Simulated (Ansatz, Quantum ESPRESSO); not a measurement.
## LiF (Griceite): a worked LO-TO splitting

How high does the longitudinal optical mode of LiF (Griceite) lie, given the transverse one, the Born charge and ε∞?

Calculated with Quantum ESPRESSO 7.5; DFT PBE, scalar-relativistic, plane waves, PseudoDojo norm-conserving pseudopotentials.

## 1. The relaxed structure

Symmetry: Fm-3m, No. 225, cubic system. The conventional cell has a = 4.061 Å, b = 4.061 Å, c = 4.061 Å, α = 90.00°, β = 90.00°, γ = 90.00°. Nearest to Li lie 6 F at 2.03 Å. F has 6 Li at 2.03 Å nearest. Farther neighbours and most contacts between anions are not listed.

Structure file:

```
CELL_PARAMETERS angstrom
-2.03028 0.00000 2.03028
0.00000 2.03028 2.03028
-2.03028 2.03028 0.00000
ATOMIC_POSITIONS crystal
Li 0.00000 0.00000 0.00000
F 0.50000 0.50000 0.50000
```

This is the cell after its relaxation at this level of theory, not the database cell from which that began.

## 2. What the response run gave

A linear-response run on the relaxed cell, with the response to an electric field; only its zone-centre results are used. Cutoff 84 Ry, k mesh 8×8×8.

The program printed:

```text
[banners, grids, parts of the stress and lines that vanish by symmetry left out]
Program PHONON v.7.5
     Reading xml data from directory:

[...]
Exchange-correlation= PBE
                           (   1   4   3   4   0   0   0)
[...]
(   8 q-points):
[...]
kinetic-energy cut-off    =      84.0000  Ry
     charge density cut-off    =     336.0000  Ry
     convergence threshold     =      1.0E-18
[...]
Exchange-correlation= PBE
                           (   1   4   3   4   0   0   0)
[...]
q = (   0.0000000   0.0000000   0.0000000 )
     49 Sym.Ops. (with q -> -q+G )
     G cutoff =  501.1277  (  11791 G-vectors)     FFT grid: ( 32, 32, 32)
     number of k points=    29
[...]
Mode symmetry, O_h (m-3m)  point group:
[...]
Dielectric constant
[...]
End of electric fields calculation
          Dielectric constant in cartesian axis
          (       2.043775753      -0.000000000      -0.000000000 )
          (      -0.000000000       2.043775753       0.000000000 )
          (       0.000000000       0.000000000       2.043775753 )
          Effective charges (d Force / dE) in cartesian axis without acoustic sum rule applied (asr)
           atom    1  Li    Mean Z*:        1.05471
      Ex  (        1.05471        0.00000       -0.00000 )
      Ey  (        0.00000        1.05471        0.00000 )
      Ez  (       -0.00000       -0.00000        1.05471 )
           atom    2  F     Mean Z*:       -1.05424
      Ex  (       -1.05424        0.00000        0.00000 )
      Ey  (       -0.00000       -1.05424        0.00000 )
      Ez  (        0.00000        0.00000       -1.05424 )
          Effective charges Sum: Mean:        0.00047
[...]
Effective charges (d Force / dE) in cartesian axis with asr applied:
           atom    1  Li    Mean Z*:        1.05447
[...]
atom    2  F     Mean Z*:       -1.05447
[...]
Representation #   1 modes #   1   2   3
[...]
End of self-consistent calculation
     Convergence has been achieved
     Representation #   2 modes #   4   5   6
[...]
End of self-consistent calculation
     Convergence has been achieved
[...]
Dielectric constant in cartesian axis
          (       2.043775753      -0.000000000      -0.000000000 )
          (      -0.000000000       2.043775753       0.000000000 )
          (       0.000000000       0.000000000       2.043775753 )
          Effective charges (d Force / dE) in cartesian axis without acoustic sum rule applied (asr)
           atom    1  Li    Mean Z*:        1.05471
[...]
Mode symmetry, C_s (m)     point group:
[...]
q = (    0.750000000  -0.250000000   0.750000000 )
[...]
Mode symmetry, C_s (m)     point group:
     freq (   1-   1) =        219.2  [cm-1]   --> A''
     freq (   2-   2) =        254.7  [cm-1]   --> A'
     freq (   3-   3) =        288.5  [cm-1]   --> A''
     freq (   4-   4) =        316.9  [cm-1]   --> A'
     freq (   5-   5) =        341.1  [cm-1]   --> A'
     freq (   6-   6) =        487.9  [cm-1]   --> A'
[...]
Mode symmetry, C_2v (mm2)  point group:
[...]
q = (    0.500000000   0.000000000   0.500000000 )
[...]
Mode symmetry, C_2v (mm2)  point group:
     freq (   1-   1) =        186.4  [cm-1]   --> B_1  D_3  S_3
     freq (   2-   2) =        259.6  [cm-1]   --> B_2  D_4  S_4
     freq (   3-   3) =        269.0  [cm-1]   --> B_1  D_3  S_3
     freq (   4-   4) =        306.4  [cm-1]   --> A_1  D_1  S_1
     freq (   5-   5) =        329.3  [cm-1]   --> B_2  D_4  S_4
     freq (   6-   6) =        526.2  [cm-1]   --> A_1  D_1  S_1
[...]
Mode symmetry, D_4h(4/mmm) point group:
[...]
Convergence has been achieved
[...]
Convergence has been achieved
[...]
Convergence has been achieved
[...]
Convergence has been achieved
[...]
q = (    0.000000000  -1.000000000   0.000000000 )
[...]
freq (    5) =       9.889309 [THz] =     329.871829 [cm-1]
     freq (    6) =      13.405442 [THz] =     447.157420 [cm-1]
[...]
Mode symmetry, D_4h(4/mmm) point group:
     freq (   1-   2) =        240.4  [cm-1]   --> E_u  X_5' M_5'
     freq (   3-   4) =        311.5  [cm-1]   --> E_u  X_5' M_5'
     freq (   5-   5) =        329.9  [cm-1]   --> A_2u X_4' M_4'
     freq (   6-   6) =        447.2  [cm-1]   --> A_2u X_4' M_4'
[...]
Mode symmetry, D_2d (-42m) point group:
[...]
Representation #   1 mode #   1
[...]
Convergence has been achieved
     Representation #   2 mode #   2
[...]
Convergence has been achieved
     Representation #   3 modes #   3   4
[...]
End of self-consistent calculation
     Convergence has been achieved
     Representation #   4 modes #   5   6
[...]
End of self-consistent calculation
     Convergence has been achieved
[...]
q = (   -0.500000000  -1.000000000   0.000000000 )
[...]
freq (    1) =       7.744994 [THz] =     258.345190 [cm-1]
     freq (    2) =       8.986701 [THz] =     299.764094 [cm-1]
     freq (    3) =       8.986701 [THz] =     299.764094 [cm-1]
     freq (    4) =      10.472269 [THz] =     349.317288 [cm-1]
     freq (    5) =      11.371918 [THz] =     379.326347 [cm-1]
     freq (    6) =      11.371918 [THz] =     379.326347 [cm-1]
[...]
Mode symmetry, D_2d (-42m) point group:
     freq (   1-   1) =        258.3  [cm-1]   --> A_1  X_1  W_1
     freq (   2-   3) =        299.8  [cm-1]   --> E    X_5  W_3
     freq (   4-   4) =        349.3  [cm-1]   --> B_2  X_3  W_2
     freq (   5-   6) =        379.3  [cm-1]   --> E    X_5  W_3

   JOB DONE.
```

```
                       quantity   value
             cell volume Ω (Å³)  16.738
                 mass of Li (u)   6.940
                  mass of F (u)  18.998
     Born charge of Li, raw (e)   1.055
      Born charge of F, raw (e)  -1.054
                             ε∞   2.044
ω(TO) after the sum rule (cm⁻¹)   270.3
```

## 3. The calculation

The charges must sum to zero over the cell; taking off their mean, 0.000 e, leaves Z* = 1.054 e on Li. In the polar mode Li moves against F, so the reduced mass is μ = 6.94 × 19.00 / 25.94 = 5.083 u.

A longitudinal wave builds up a field that adds to the restoring force: ω(LO)² = ω(TO)² + 4π Z*² / (μ Ω ε∞), in Hartree atomic units. With μ = 9266 electron masses and Ω = 112.95 bohr³ the second term is 6.5319e-06 Ha², or 314634 cm⁻² (1 Ha = 219474.6 cm⁻¹).

So ω(LO) = √(73078 + 314634) = 622.7 cm⁻¹, and by the Lyddane-Sachs-Teller relation ε₀ = ε∞ (ω(LO)/ω(TO))² = 10.84.

## 4. Check against the program

The analysis program adds the same non-analytic term to the full matrix, here for q along (1 0 0).

The program printed:

```text
[banner, memory and clock lines left out]
Program DYNMAT v.7.5

     Reading Dynamical Matrix from file x.dyn1
     ...Force constants read
     ...epsilon and Z* read

     Polarizability (A^3 units)
     multiply by 0.741881 for Clausius-Mossotti correction
         1.390254   -0.000000    0.000000
        -0.000000    1.390254    0.000000
        -0.000000    0.000000    1.390254

     IR activities are in (D/A)^2/amu units

# mode   [cm-1]    [THz]      IR
    1     -0.00   -0.0000    0.0000
    2     -0.00   -0.0000    0.0000
    3      0.00    0.0000    0.0000
    4    270.33    8.1042    5.0467
    5    270.33    8.1042    5.0467
    6    622.68   18.6674    5.0467
```

ε₀ comes from the program's run without a direction of q.

```
    quantity  by hand  program
ω(LO) (cm⁻¹)    622.7    622.7
          ε₀    10.84    10.84
```

## 5. What came out

```yaml
to_mode: 270.3 cm⁻¹
lo_mode: 622.7 cm⁻¹
static_dielectric_constant: 10.84
```

In words: The LO mode of LiF (Griceite) lies at 623 cm⁻¹, 352 cm⁻¹ above the TO mode; the formula meets the program within 0.1 cm⁻¹, as it must for a cubic crystal with one polar mode. ω(LO)² − ω(TO)² goes with Z*²/ε∞: an error of 5 % in ε∞ would move the LO mode by 12.1 cm⁻¹, and semilocal functionals tend to overestimate ε∞. The acoustic modes of the response miss zero by 14 cm⁻¹, a numerical error that can touch the optical modes as well. These are harmonic values at zero temperature, at the volume of this functional, for the structure held cubic; stability elsewhere in the zone is no part of this calculation.

[Host names and launcher messages were left out of these logs when they were recorded.]

[Logs are printed without paths, hosts, clocks, repeated set-up lines and the standing remarks that a program may print on its own settings, such as how far it seeks lower states.]

[Hosts, paths, dates, database ids (printed as entryN), source tags and the programs' standing remarks are cut or masked in the printed files.]
